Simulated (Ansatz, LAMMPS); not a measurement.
# Elastic response of glassy B2O3 (85 atoms): runs compared

Aim: relax glassy B2O3 (85 atoms), then change its volume and shape to read moduli from the stress.

Computed with Ansatz 0.2.0: Kohn-Sham DFT, PBE, PAW (set soft_2), plane waves.

## (1) The cell as built

The cell holds 85 atoms: 34 B and 51 O. Cell: a = 10.297 Å, b = 10.297 Å, c = 10.297 Å, α = 90.0°, β = 90.0°, γ = 90.0°. 85 atoms (34 B, 51 O) placed at random at 1.8 g/cm³, melted at 3000 K for 20 ps at fixed volume with the Buckingham and Coulomb pair potential of Guillot and Sator (Geochim. Cosmochim. Acta 71, 1249 (2007)) with the boron terms of Wang et al. (J. Non-Cryst. Solids 498, 294 (2018)). Quenched from 3000 K to 300 K at 10 K/ps and fixed volume, held 5 ps.

Limits known from the start: The quench rate of 10 K/ps is many orders above laboratory rates, so the cell is likely richer in defects and strain than a real sample. The network of bonds at the start is that of the classical potential that made the cell, and needn't be the one that DFT or experiment would give. Only the Γ point is sampled.

## (2) The reference run

The reference is a single point at the end of the relaxation.

Every strained cell starts from the geometry of this run, and its atoms are relaxed with the cell held.

Its input, with most atom lines left out:

```yaml
crystal:
  lattice:
    - [9.94192, -0.23295, -0.35054]
    - [-0.23295, 10.43612, 0.30578]
    - [-0.35054, 0.30578, 9.80045]
  atoms:
    - { symbol: B, position: [0.72235, 0.55563, 0.86486] }
    - { symbol: B, position: [0.28506, 0.83527, 0.42264] }
    - { symbol: B, position: [0.22654, 0.94889, 0.94382] }
    - { symbol: B, position: [0.02645, 0.86175, 0.81014] }
    - { symbol: B, position: [0.88609, 0.72588, 0.62261] }
    - { symbol: B, position: [0.42403, 0.99913, 0.54613] }
    - { symbol: B, position: [0.69177, 0.29984, 0.5509] }
    [... atom lines 8 to 85 left out ...]
kpoints:
  mp_grid: { grid: [1, 1, 1] }
hamiltonian:
  xc: pbe
scf:
  occupations: { method: fermi_dirac, width: 0.025 }
output:
  forces: true
  stress: true
  populations: true
  dos:
    method: { smearing: { sigma: 0.1 } }
    de: 0.1
    projected: { site_lists: { B: [B], O: [O] } }
  eigenvalues: true
  write_density: true
  write_potential: true
  volumetric_format: npy
  elf: true
```

| Property | Result |
| --- | --- |
| free energy per atom | -403.6720 eV/atom |
| r.m.s. force component | 0.00242 eV/Å |
| pressure | -0.002029 GPa |

Filled and empty levels are parted by 5.72 eV (at Γ alone); a semilocal functional tends to put such gaps too low. In a disordered cell it changes from sample to sample, and tail or defect levels can set it.

## (3) The runs

Each row is one run, on 4 threads of Arm Neoverse V2, shared host. The free energy is the program's total, comparable only between runs with the same functional, potentials and atoms.

| run | atoms | outcome | ionic steps, all passes | free energy (eV) | time | host memory (GiB) |
| --- | --- | --- | --- | --- | --- | --- |
| Single point at the start | 85 | converged | - | -34301.490 | 5.6 s | 1.2 |
| Cell and atoms relaxed | 85 | converged | 25 | -34312.116 | 2.6 min | 1.2 |
| Single point at the relaxed geometry | 85 | converged | - | -34312.116 | 11 s | 1.1 |
| Volume -3 % | 85 | converged | 6 | -34312.007 | 38 s | 1.1 |
| Volume +3 % | 85 | converged | 6 | -34312.013 | 41 s | 1.2 |
| Volume -6 % | 85 | converged | 6 | -34311.685 | 41 s | 1.1 |
| Volume +6 % | 85 | converged | 6 | -34311.698 | 42 s | 1.2 |
| Volume -10 % | 85 | converged | 10 | -34310.971 | 70 s | 1.1 |
| Stretched by 1 % along x | 85 | converged | 4 | -34312.097 | 29 s | 1.2 |
| Compressed by 1 % along x | 85 | converged | 4 | -34312.098 | 29 s | 1.1 |
| Sheared by 2 % in xy | 85 | converged | 5 | -34312.093 | 36 s | 1.1 |

In some runs the program notes that the SCF threshold is loose for the stress.

## (4) Pressure against volume

Atoms are relaxed at each volume, in the scaled cell.

| volume change (%) | volume (Å³/atom) | energy change (meV/atom) | pressure (GPa) | largest move on relaxing (Å) | bonds | gap (eV) |
| --- | --- | --- | --- | --- | --- | --- |
| -10 | 10.738 | 13.48 | 3.68 | 0.74 | 102 | 5.66 |
| -6 | 11.215 | 5.08 | 2.20 | 0.35 | 102 | 5.71 |
| -3 | 11.573 | 1.28 | 1.10 | 0.15 | 102 | 5.72 |
| +0 | 11.931 | 0.00 | 0.00 | - | 102 | 5.72 |
| +3 | 12.289 | 1.21 | -1.08 | 0.15 | 102 | 5.69 |
| +6 | 12.647 | 4.92 | -2.19 | 0.28 | 102 | 5.66 |

## (5) Uniaxial strain and shear

Stress (GPa, compression positive) less that of the relaxed cell, atoms relaxed:

| strain | xx | yy | zz | xy | energy change (meV/atom) |
| --- | --- | --- | --- | --- | --- |
| stretched by 1 % along x | -0.429 | -0.237 | -0.258 | -0.062 | 0.23 |
| compressed by 1 % along x | 0.428 | 0.247 | 0.292 | 0.063 | 0.21 |
| sheared by 2 % in xy | -0.143 | -0.103 | -0.034 | -0.196 | 0.27 |

## (6) What came out

The bulk modulus, from the slope of pressure against ln V over the three points nearest the relaxed volume, is 36.3 GPa; between neighbouring points the slope runs 34, 35, 36, 36 and 39 GPa from the smallest volume up, without a steady fall, so no pressure derivative is given. At -10 % some atom moved by over 0.5 Å on relaxing, so that point may sit in another local minimum. The gap goes from 5.66 eV at the smallest volume to 5.66 eV at the largest, not monotonically (lowest 5.66, highest 5.72 eV), on the run's k-points. In the Cartesian axes of the cell, finite differences give C11 = 42.8, C12 = 24.2, C13 = 27.5 and C66 = 9.79 GPa (the shear of 2 % is the engineering strain, εxy = 0.01). The mean of C11, C12 and C13, which equals the bulk modulus in a cubic or isotropic solid, is 31.5 GPa: it lies 13 % under the bulk modulus from the volumes. For an isotropic solid C66 would equal (C11 − C12)/2 = 9.32 GPa; so small a sample needn't be isotropic, and C66 rests on one shear. With the bulk modulus and C66 as K and G, Young's modulus would be about 27 GPa and Poisson's ratio 0.38.

Caveats: Strains are finite and relaxations stop at the force tolerance of the input, which can leave moduli too stiff; they are those of a static cell at zero temperature. Volumes are changed with the cell's shape held, so in an anisotropic solid the modulus lies over the one under free hydrostatic load. The program notes that the SCF threshold of the relaxations is loose for the stress.

The DFT runs together took 8.4 min of wall time.

[Logs are printed without paths, hosts, clocks, repeated set-up lines and the standing remarks that a program may print on its own settings, such as how far it seeks lower states.]

[Hosts, paths, dates, database ids (printed as entryN), source tags and the programs' standing remarks are cut or masked in the printed files.]
